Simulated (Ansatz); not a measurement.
**Phonons of ZrCuPt in the AlB2 type**

Question: is the lattice of ZrCuPt in the AlB2 type stable, and if so, what are its coupling constant and resistivity?

Method: DFT PBE, scalar-relativistic, plane waves, PAW; PAW set soft_1, in Ansatz 0.2.0.

Most raw output is cut from this account.

The structure was built from a prototype and need not be the compound's stable phase.

## 1. Starting point

Symmetry: P-6m2, No. 187, hexagonal system. The conventional cell has a = 3.804 Å, b = 3.804 Å, c = 3.994 Å, α = 90.00°, β = 90.00°, γ = 120.00°. Nearest to Zr lie 6 Pt at 2.97 Å and 6 Cu at 2.97 Å. Nearest to Cu lie 3 Pt at 2.20 Å and 6 Zr at 2.97 Å. Nearest to Pt lie 3 Cu at 2.20 Å and 6 Zr at 2.97 Å. Farther neighbours are not listed.

## 2. Rough relaxation

The start is far from rest, so a relaxation with loose thresholds does the first part.

input.yaml reads:

```yaml
crystal:
  lattice:
    - [3.80428, 0.0, 0.0]
    - [-1.90214, 3.2946, 0.0]
    - [0.0, 0.0, 3.99449]
  atoms:
    - { symbol: Zr, position: [0.0, 0.0, 0.0] }
    - { symbol: Cu, position: [0.33333333, 0.66666667, 0.5] }
    - { symbol: Pt, position: [0.66666667, 0.33333333, 0.5] }
kpoints:
  mp_grid: { grid: [6, 6, 6] }
hamiltonian:
  xc: pbe
  pseudopotentials: { kind: paw, azcp: { folder: soft_1 } }
scf:
  occupations: { method: gaussian, width: 0.1 }
output:
  forces: true
  stress: true
  eigenvalues: true
relax:
  adjacent_minimum: "off"
  f_tol: 0.05
  max_steps: 80
  cell: { stress_tol: 0.5 }
```

On the command line:

```
$ ansatz run input.yaml --threads 4 --pin off --max-ram 12288MiB --backend cpu --events-out ev --progress --plain --runs-dir out
```

The job ended after 32 s (4 threads of Arm Neoverse N1, shared host; peak memory 0.41 GiB; 1.9 min of CPU time).

The steps of the relaxation:

| step | energy less that of the first step (eV) | largest force component (eV/Å) | pressure (GPa) | volume (Å³) |
| --- | --- | --- | --- | --- |
| 1 | 0.0000 | 0.0000 | 24.64 | 50.07 |
| 2 | -0.8800 | 0.0000 | 4.85 | 53.96 |
| 3 | -1.3020 | 0.0000 | 1.83 | 53.64 |
| 4 | -1.5936 | 0.0000 | 0.87 | 52.77 |
| 5 | -1.7761 | 0.0000 | 0.92 | 51.62 |
| 6 | -1.8920 | 0.0000 | 1.04 | 50.43 |
| 7 | -1.9312 | 0.0000 | 0.43 | 49.85 |
| 8 | -1.9434 | 0.0000 | 3.75 | 47.99 |
| 9 | -1.9522 | 0.0000 | -2.10 | 49.89 |
| 10 | -1.9583 | 0.0000 | -0.03 | 49.20 |
| 11* | -1.9987 | 0.0000 | 1.45 | 49.20 |
| 12 | -2.0064 | 0.0000 | 0.37 | 49.40 |
| 13 | -2.0068 | 0.0000 | 0.01 | 49.48 |
| 14* | -2.0069 | 0.0000 | 0.00 | 49.48 |

Relaxation steps marked * repeat the geometry before them on a plane-wave basis chosen anew for their cell, so energy and pressure can jump there.

Forces are held to the 12 operations that the run works with; a distortion that breaks them can't arise in this run.

| cell as run | before | after | change |
| --- | --- | --- | --- |
| a (Å) | 3.804 | 4.468 | +17.5 % |
| b (Å) | 3.804 | 4.468 | +17.5 % |
| c (Å) | 3.994 | 2.861 | -28.4 % |
| volume (Å³/atom) | 16.69 | 16.49 | -1.2 % |

Final coordinates:

```
Zr Cu Pt
1.0
     4.46849    0.00000    0.00000
    -2.23424    3.86983    0.00000
     0.00000    0.00000    2.86116
Zr Cu Pt
1 1 1
Cartesian
  0.0000 0.0000 0.0000
  0.0000 2.5799 1.4306
  2.2342 1.2899 1.4306
```

This step gave:

| Item | Value |
| --- | --- |
| pressure | 0.003380 GPa |
| volume per atom | 16.49 Å³/atom |
| metallic on mesh | yes |
| gap on the k-mesh | 0 eV |

The largest force is now zero by symmetry and the largest stress component 0.092 GPa.

## 3. Relaxing cell and atoms

The structure is brought to rest under this functional.

input.yaml, the sections that differ from step 2:

```yaml
crystal:
  lattice:
    - [4.4684899247, 0.0, 0.0]
    - [-2.2342449623, 3.8698257913, 0.0]
    - [0.0, 0.0, 2.8611625814]
  atoms:
    - { symbol: Zr, position: [0.0, 0.0, 0.0] }
    - { symbol: Cu, position: [0.3333333333, 0.6666666667, 0.5] }
    - { symbol: Pt, position: [0.6666666667, 0.3333333333, 0.5] }
kpoints:
  mp_grid: { grid: [9, 9, 10] }
relax:
  adjacent_minimum: "off"
  f_tol: 0.005
  max_steps: 80
  cell: { stress_tol: 0.05 }
# hamiltonian, scf, output: as in step 2
```

The job ended after 26 s (4 threads; peak memory 0.48 GiB).

The steps of the relaxation:

| step | energy less that of the first step (eV) | largest force component (eV/Å) | pressure (GPa) | volume (Å³) |
| --- | --- | --- | --- | --- |
| 1 | 0.0000 | 0.0000 | 0.00 | 49.48 |
| 2 | -0.0019 | 0.0000 | -0.26 | 49.65 |
| 3 | -0.0020 | 0.0000 | 0.29 | 49.47 |
| 4 | -0.0021 | 0.0000 | 0.00 | 49.55 |
| 5 | -0.0021 | 0.0000 | 0.00 | 49.55 |

The log counts 1 steps on a newly chosen plane-wave basis, not all of them marked here; energy and pressure can jump at such steps.

| conventional cell, symmetrised | before | after | change |
| --- | --- | --- | --- |
| a (Å) | 4.468 | 4.453 | -0.3 % |
| b (Å) | 4.468 | 4.453 | -0.3 % |
| c (Å) | 2.861 | 2.885 | +0.8 % |
| volume (Å³/atom) | 16.49 | 16.52 | +0.2 % |

The relaxed structure:

```xyz
3
Lattice="4.4532 0.0000 0.0000 -2.2266 3.8566 0.0000 0.0000 0.0000 2.8854" Properties=species:S:1:pos:R:3 pbc="T T T"
Zr    0.0000    0.0000    0.0000
Cu    0.0000    2.5711    1.4427
Pt    2.2266    1.2855    1.4427
```

This step gave:

* pressure: 0.001679 GPa
* volume per atom: 16.52 Å³/atom

The largest force is now zero by symmetry and the largest stress component 0.011 GPa.

## 4. Tight relaxation

No force is left; the cell is relaxed once more with another smearing and tight thresholds.

input.yaml, the sections that differ from step 3:

```yaml
crystal:
  lattice:
    - [4.4532228539, 0.0, 0.0]
    - [-2.2266114269, 3.8566041202, 0.0]
    - [0.0, 0.0, 2.885390027]
  atoms:
    - { symbol: Zr, position: [0.0, 0.0, 0.0] }
    - { symbol: Cu, position: [0.3333333333, 0.6666666667, 0.5] }
    - { symbol: Pt, position: [0.6666666667, 0.3333333333, 0.5] }
scf:
  occupations: { method: methfessel_paxton, width: 0.2 }
relax:
  adjacent_minimum: "off"
  f_tol: 0.001
  max_steps: 60
  cell: { stress_tol: 0.01 }
# kpoints, hamiltonian, output: as in step 3
```

The job ended after 26 s (4 threads; peak memory 0.48 GiB).

Little changed from the start: no atom moved by 0.005 Å and no cell edge by 0.1 %.

This step gave:

| Property | Result |
| --- | --- |
| pressure | -1.03e-4 GPa |

The largest force is now zero by symmetry and the largest stress component 2.3e-4 GPa, small enough for phonons.

## 5. Lattice stability: q 2×2×2, k 4×4×6

Couplings are defined for a stable lattice alone, so phonons come first.

input.yaml reads:

```yaml
crystal:
  lattice:
    - [4.4521231694, 0.0, 0.0]
    - [-2.2260615847, 3.8556517655, 0.0]
    - [0.0, 0.0, 2.8874014514]
  atoms:
    - { symbol: Zr, position: [0.0, 0.0, 0.0] }
    - { symbol: Cu, position: [0.3333333333, 0.6666666667, 0.5] }
    - { symbol: Pt, position: [0.6666666667, 0.3333333333, 0.5] }
kpoints:
  mp_grid: { grid: [4, 4, 6] }
hamiltonian:
  xc: pbe
  pseudopotentials: { kind: paw, azcp: { folder: soft_1 } }
scf:
  occupations: { method: methfessel_paxton, width: 0.2 }
output:
  eigenvalues: true
phonons:
  method: dfpt
  qmesh: [2, 2, 2]
  temperatures: { t_max: 1000, t_step: 50 }
  qpath:
    path:
      - [[0.0, 0.0, 0.0], [0.5, 0.0, 0.0], [0.33333333, 0.33333333, 0.0], [0.0, 0.0, 0.0], [0.0, 0.0, 0.5], [0.5, 0.0, 0.5], [0.33333333, 0.33333333, 0.5], [0.0, 0.0, 0.5]]
      - [[0.5, 0.0, 0.5], [0.5, 0.0, 0.0]]
      - [[0.33333333, 0.33333333, 0.5], [0.33333333, 0.33333333, 0.0]]
    npoints: 10
```

The job ended after 64 s (4 threads; peak memory 0.57 GiB).

This step gave:

* share of imaginary modes in the plain interpolation between solved wavevectors: 0.0435
* highest frequency, solved or plainly interpolated: 246 cm⁻¹

Solved on the 2×2×2 mesh alone; all other wavevectors are interpolated. Phonon branches along the path, in cm⁻¹:

| point | branch 1 | branch 2 | branch 3 | branch 4 | branch 5 | branch 6 | branch 7 | branch 8 | branch 9 |
| --- | --- | --- | --- | --- | --- | --- | --- | --- | --- |
| Γ | 0 | 0 | 0 | 59 | 126 | 151 | 151 | 210 | 210 |
| halfway | 30 | 49 | 69 | 88 | 123 | 135 | 137 | 209 | 216 |
| M | 46 | 76 | 79 | 107 | 117 | 117 | 147 | 202 | 221 |
| halfway | 48 | 76 | 84 | 101 | 113 | 120 | 150 | 204 | 219 |
| K | 49 | 76 | 93 | 98 | 107 | 121 | 155 | 205 | 217 |
| halfway | 34 | 55 | 72 | 97 | 121 | 133 | 134 | 209 | 216 |
| Γ | 0 | 0 | 0 | 59 | 126 | 151 | 151 | 210 | 210 |
| halfway | 29 | 29 | 90 | 96 | 124 | 124 | 176 | 206 | 206 |
| A | 61 | 61 | 76 | 76 | 96 | 131 | 202 | 202 | 227 |
| halfway | -73 | 75 | 82 | 96 | 100 | 134 | 199 | 208 | 236 |
| L | -114 | 74 | 99 | 101 | 115 | 135 | 196 | 214 | 243 |
| halfway | -101 | 64 | 75 | 112 | 117 | 135 | 196 | 212 | 244 |
| H | -68 | -51 | 76 | 115 | 120 | 135 | 197 | 211 | 246 |
| halfway | -78 | 72 | 75 | 101 | 105 | 135 | 199 | 209 | 238 |
| A | 61 | 61 | 76 | 76 | 96 | 131 | 202 | 202 | 227 |
| jump to L | -114 | 74 | 99 | 101 | 115 | 135 | 196 | 214 | 243 |
| halfway | -17 | 74 | 93 | 109 | 111 | 124 | 179 | 207 | 217 |
| M | 46 | 76 | 79 | 107 | 117 | 117 | 147 | 202 | 221 |
| jump to H | -68 | -51 | 76 | 115 | 120 | 135 | 197 | 211 | 246 |
| halfway | 49 | 61 | 75 | 108 | 114 | 136 | 183 | 200 | 220 |
| K | 49 | 76 | 93 | 98 | 107 | 121 | 155 | 205 | 217 |

Lowest modes at the softest wavevector of the mesh. The modes at q = (0.500, 0.500, 0.500) (shares of kinetic energy by element, %) (negative means imaginary):

| mode | frequency (cm⁻¹) | Zr % | Cu % | Pt % |
| --- | --- | --- | --- | --- |
| 1 | -113.9 | 87 | 9 | 4 |
| 2 | 74.0 | 0 | 18 | 82 |
| 3 | 99.1 | 100 | 0 | 0 |
| 4 | 100.8 | 5 | 80 | 15 |
| 5 | 114.8 | 0 | 7 | 93 |
| 6 | 135.1 | 9 | 10 | 81 |

Displacements in mode 1 (-113.9 cm⁻¹), the largest set to 1, in the home cell:
```
Zr1  1.00 -0.58  0.00
Cu2  0.00  0.00 -0.45
Pt3  0.00  0.00  0.17
```

Displacements in mode 6 (135.1 cm⁻¹), the largest set to 1, in the home cell:
```
Zr1  0.41 -0.24  0.00
Cu2  0.00  0.00  0.62
Pt3  0.00  0.00 -1.00
```

Among the solved wavevectors the lowest mode, translations apart, is -114 cm⁻¹, imaginary.

## 6. Phonons by linear response: q 3×3×2, k 6×6×8

An imaginary mode on so few k-points may come from the sampling, so the phonons are repeated with another q and k mesh.

Edit input.yaml of step 5 so:

```diff
@@ -10,3 +10,3 @@
 kpoints:
-  mp_grid: { grid: [4, 4, 6] }
+  mp_grid: { grid: [6, 6, 8] }
 hamiltonian:
@@ -20,3 +20,3 @@
   method: dfpt
-  qmesh: [2, 2, 2]
+  qmesh: [3, 3, 2]
   temperatures: { t_max: 1000, t_step: 50 }
```

It took 4.3 min on 4 threads; peak memory 0.74 GiB; 17 min of CPU time.

This step gave:

- share of imaginary modes in the plain interpolation between solved wavevectors: 0.0447
- highest frequency, solved or plainly interpolated: 239.6 cm⁻¹

Solved on the 3×3×2 mesh alone; all other wavevectors are interpolated. Phonon branches along the path, in cm⁻¹:

| point | branch 1 | branch 2 | branch 3 | branch 4 | branch 5 | branch 6 | branch 7 | branch 8 | branch 9 |
| --- | --- | --- | --- | --- | --- | --- | --- | --- | --- |
| Γ | 0 | 0 | 0 | 59 | 123 | 148 | 148 | 208 | 208 |
| halfway | 26 | 37 | 66 | 88 | 119 | 132 | 133 | 205 | 214 |
| M | 45 | 72 | 80 | 98 | 111 | 114 | 143 | 199 | 219 |
| halfway | 45 | 70 | 84 | 92 | 115 | 117 | 144 | 202 | 218 |
| K | 46 | 69 | 88 | 88 | 116 | 121 | 146 | 205 | 217 |
| halfway | 32 | 43 | 69 | 96 | 118 | 129 | 130 | 205 | 215 |
| Γ | 0 | 0 | 0 | 59 | 123 | 148 | 148 | 208 | 208 |
| halfway | 24 | 24 | 80 | 93 | 122 | 122 | 159 | 204 | 204 |
| A | 58 | 58 | 72 | 72 | 86 | 128 | 196 | 200 | 200 |
| halfway | -56 | 75 | 87 | 92 | 93 | 138 | 195 | 206 | 224 |
| L | -97 | 72 | 97 | 100 | 107 | 142 | 190 | 211 | 240 |
| halfway | -90 | 54 | 60 | 113 | 116 | 138 | 190 | 208 | 239 |
| H | -63 | -62 | 48 | 117 | 121 | 134 | 190 | 205 | 239 |
| halfway | -60 | 69 | 71 | 98 | 106 | 139 | 194 | 206 | 229 |
| A | 58 | 58 | 72 | 72 | 86 | 128 | 196 | 200 | 200 |
| jump to L | -97 | 72 | 97 | 100 | 107 | 142 | 190 | 211 | 240 |
| halfway | -28 | 72 | 88 | 106 | 106 | 133 | 176 | 203 | 215 |
| M | 45 | 72 | 80 | 98 | 111 | 114 | 143 | 199 | 219 |
| jump to H | -63 | -62 | 48 | 117 | 121 | 134 | 190 | 205 | 239 |
| halfway | 32 | 51 | 60 | 107 | 116 | 135 | 178 | 196 | 219 |
| K | 46 | 69 | 88 | 88 | 116 | 121 | 146 | 205 | 217 |

Lowest modes at the softest wavevector of the mesh. The modes at q = (0.000, -0.333, 0.500) (shares of kinetic energy by element, %) (negative means imaginary):

| mode | frequency (cm⁻¹) | Zr % | Cu % | Pt % |
| --- | --- | --- | --- | --- |
| 1 | -78.9 | 74 | 18 | 8 |
| 2 | 74.0 | 0 | 18 | 82 |
| 3 | 95.1 | 100 | 0 | 0 |
| 4 | 95.1 | 7 | 71 | 22 |
| 5 | 99.7 | 0 | 11 | 89 |
| 6 | 140.6 | 19 | 11 | 70 |

Displacements in mode 1 (-78.9 cm⁻¹), the largest set to 1, in the home cell (x, y, z of the real part, then of the imaginary part):
```
Zr1  0.00  0.99  0.00  0.00 -0.16  0.00
Cu2  0.00  0.00  0.52  0.00  0.00  0.27
Pt3  0.00  0.00  0.22  0.00  0.00  0.07
```

Displacements in mode 6 (140.6 cm⁻¹), the largest set to 1, in the home cell (x, y, z of the real part, then of the imaginary part):
```
Zr1  0.00 -0.71  0.00  0.00  0.30  0.00
Cu2  0.00  0.00  0.70  0.00  0.00  0.05
Pt3  0.00  0.00  0.98  0.00  0.00  0.18
```

The modes has structure finer than the step of the table below, so its rows give means over 20 cm⁻¹, whole bins alone (the curve runs from -106 to 256 cm⁻¹). Peaks (cm⁻¹: height): Cu 80.9: 0.0319, 203.8: 0.0839; Pt 67.2: 0.0353, 99.1: 0.0429, 135.5: 0.0290, 206.0: 0.0120; Zr -78.4: 0.00561, 51.3: 0.0112, 119.6: 0.0443, 130.9: 0.0416, 165.1: 0.0102, 203.8: 0.0132.

Phonopy on the run's constants, 15x15x19 mesh, Gaussian sigma 2.6 cm⁻¹. The modes by wavenumber; means over each step; values in 1/cm⁻¹/cell:

| wavenumber (cm⁻¹) | Cu | Pt | Zr |
| --- | --- | --- | --- |
| -80 | 0.00118 | 5.5e-4 | 0.00447 |
| -60 | 0.00122 | 6.0e-4 | 0.00393 |
| -40 | 9.8e-4 | 5.1e-4 | 0.00273 |
| -20 | 5.8e-4 | 3.5e-4 | 0.00153 |
| 0 | 2.6e-4 | 3.5e-4 | 5.5e-4 |
| 20 | 0.00150 | 0.00336 | 0.00297 |
| 40 | 0.00442 | 0.0162 | 0.00824 |
| 60 | 0.00955 | 0.0304 | 0.00927 |
| 80 | 0.0219 | 0.0195 | 0.00746 |
| 100 | 0.0105 | 0.0307 | 0.0123 |
| 120 | 0.0102 | 0.0170 | 0.0366 |
| 140 | 0.00452 | 0.0166 | 0.0241 |
| 160 | 3.8e-4 | 1.9e-4 | 0.00561 |
| 180 | 0.00539 | 6.6e-4 | 0.00663 |
| 200 | 0.0514 | 0.00704 | 0.00927 |
| 220 | 0.0247 | 0.00584 | 0.00856 |
| 240 | 0.00105 | 2.1e-4 | 0.00511 |

No LO-TO term; unit eigenvectors of the mass-weighted matrix. Modes at Γ, with each element's share of the kinetic energy:

| mode | frequency (cm⁻¹) | symmetry | Zr % | Cu % | Pt % |
| --- | --- | --- | --- | --- | --- |
| 1 | 0.0 | unnamed | 26 | 18 | 56 |
| 2 | 0.0 | unnamed | 26 | 18 | 56 |
| 3 | 0.0 | unnamed | 26 | 18 | 56 |
| 4 | 58.8 | A2'' | 16 | 43 | 41 |
| 5 | 122.8 | A2'' | 58 | 39 | 3 |
| 6 | 148.5 | E' | 70 | 0 | 30 |
| 7 | 148.5 | E' | 70 | 0 | 30 |
| 8 | 207.8 | E' | 4 | 82 | 14 |
| 9 | 207.8 | E' | 4 | 82 | 14 |

Displacements in mode 4 (58.8 cm⁻¹), the largest set to 1:
```
Zr1  0.00  0.00  0.50
Cu2  0.00  0.00  1.00
Pt3  0.00  0.00 -0.56
```

Displacements in mode 7 (148.5 cm⁻¹), the largest set to 1:
```
Zr1  0.25  1.00  0.00
Cu2 -0.01 -0.06  0.00
Pt3 -0.11 -0.45  0.00
```

Among the solved wavevectors the lowest mode, translations apart, is -78.9 cm⁻¹, imaginary.

## 7. Phonons: Fermi–Dirac smearing of 0.3 eV

The phonons are repeated on the same meshes with a wide Fermi–Dirac smearing, to see whether the soft mode comes from sharp features of the Fermi surface.

Edit input.yaml of step 6 so:

```diff
@@ -15,3 +15,3 @@
 scf:
-  occupations: { method: methfessel_paxton, width: 0.2 }
+  occupations: { method: fermi_dirac, width: 0.3 }
 output:
```

Run time: 4.9 min. Hardware: 4 threads; peak memory 0.78 GiB.

Numbers from this step:

```
zero point energy                                                              : 0.07293 eV/cell
share of imaginary modes in the plain interpolation between solved wavevectors : 0.0059
highest frequency, solved or plainly interpolated                              : 250.2 cm⁻¹
```

Solved on the 3×3×2 mesh alone; all other wavevectors are interpolated. The phonon branches at the labelled points (cm⁻¹):

| point | branch 1 | branch 2 | branch 3 | branch 4 | branch 5 | branch 6 | branch 7 | branch 8 | branch 9 |
| --- | --- | --- | --- | --- | --- | --- | --- | --- | --- |
| Γ | 0 | 0 | 0 | 73 | 128 | 153 | 153 | 209 | 209 |
| halfway | 35 | 45 | 75 | 90 | 126 | 140 | 140 | 206 | 216 |
| M | 52 | 75 | 82 | 105 | 118 | 120 | 148 | 201 | 221 |
| halfway | 53 | 73 | 86 | 96 | 118 | 122 | 148 | 204 | 219 |
| K | 54 | 73 | 89 | 90 | 116 | 123 | 150 | 208 | 216 |
| halfway | 40 | 49 | 77 | 99 | 125 | 136 | 138 | 207 | 216 |
| Γ | 0 | 0 | 0 | 73 | 128 | 153 | 153 | 209 | 209 |
| halfway | 47 | 47 | 85 | 96 | 137 | 137 | 181 | 206 | 206 |
| A | 84 | 84 | 87 | 105 | 105 | 130 | 204 | 204 | 229 |
| halfway | 54 | 83 | 99 | 102 | 115 | 146 | 198 | 208 | 238 |
| L | -38 | 81 | 106 | 116 | 120 | 152 | 191 | 212 | 246 |
| halfway | -25 | 78 | 86 | 120 | 131 | 150 | 192 | 210 | 248 |
| H | 27 | 64 | 76 | 124 | 138 | 147 | 193 | 208 | 250 |
| halfway | 49 | 82 | 94 | 104 | 122 | 148 | 197 | 208 | 240 |
| A | 84 | 84 | 87 | 105 | 105 | 130 | 204 | 204 | 229 |
| jump to L | -38 | 81 | 106 | 116 | 120 | 152 | 191 | 212 | 246 |
| halfway | 54 | 78 | 92 | 112 | 119 | 145 | 181 | 206 | 216 |
| M | 52 | 75 | 82 | 105 | 118 | 120 | 148 | 201 | 221 |
| jump to H | 27 | 64 | 76 | 124 | 138 | 147 | 193 | 208 | 250 |
| halfway | 58 | 73 | 74 | 111 | 130 | 146 | 187 | 200 | 219 |
| K | 54 | 73 | 89 | 90 | 116 | 123 | 150 | 208 | 216 |

Lowest modes at the softest wavevector of the mesh. The modes at q = (0.333, 0.333, 0.500) (shares of kinetic energy by element, %):

| mode | frequency (cm⁻¹) | Zr % | Cu % | Pt % |
| --- | --- | --- | --- | --- |
| 1 | 26.8 | 40 | 60 | 0 |
| 2 | 64.2 | 67 | 0 | 33 |
| 3 | 75.6 | 0 | 21 | 79 |
| 4 | 124.3 | 0 | 0 | 100 |
| 5 | 137.9 | 60 | 40 | 0 |
| 6 | 147.1 | 33 | 0 | 67 |

Displacements in mode 1 (26.8 cm⁻¹), the largest set to 1, in the home cell (x, y, z of the real part, then of the imaginary part):
```
Zr1  0.00 -0.48  0.00  0.48  0.00  0.00
Cu2  0.00  0.00 -1.00  0.00  0.00  0.00
Pt3  0.00  0.00  0.00  0.00  0.00  0.00
```

Displacements in mode 3 (75.6 cm⁻¹), the largest set to 1, in the home cell (x, y, z of the real part, then of the imaginary part):
```
Zr1  0.00  0.00  0.01  0.00  0.00  0.00
Cu2  0.00  0.90  0.00  0.90  0.00  0.00
Pt3 -0.86 -0.50  0.00  0.50 -0.86  0.00
```

Among the solved wavevectors the lowest mode, translations apart, is 26.8 cm⁻¹, so these are real on this k mesh. This mesh lacks the wavevector at which the coarser one was unstable.

For the highest frequency, solved or plainly interpolated, step 6 gave 240 cm⁻¹; this run, with occupations Fermi-Dirac and smearing width 0.3 eV, gives 250 cm⁻¹ (+4 %).

## 8. Outcome

| Item | Value |
| --- | --- |
| phonon run of the rows without a label of their own | PBE, q 3×3×2, k 6×6×8 |
| softest mode on the q mesh | -78.9 cm⁻¹ at q = (0, -0.333, 0.5) |
| highest frequency, solved or plainly interpolated | 240 cm⁻¹ |

**Reading.** The lattice is dynamically unstable at this level: a mode at q = (0, -0.333, 0.5) is imaginary, 78.9i cm⁻¹, so no harmonic coupling constant or resistivity is defined for this structure. These meshes are coarse, and single modes of a metal can move by tens of cm⁻¹ with the k mesh. The coarser mesh found an imaginary mode at another wavevector, which this mesh lacks. Spin–orbit coupling, left out here, matters for Pt. The phonon runs are not spin-polarised. The structure was built by hand as an ordered model, and its stability against other phases was not tested.

[Logs are printed without paths, hosts, clocks, repeated set-up lines and the standing remarks that a program may print on its own settings, such as how far it seeks lower states.]

[Hosts, paths, dates, database ids (printed as entryN), source tags and the programs' standing remarks are cut or masked in the printed files.]
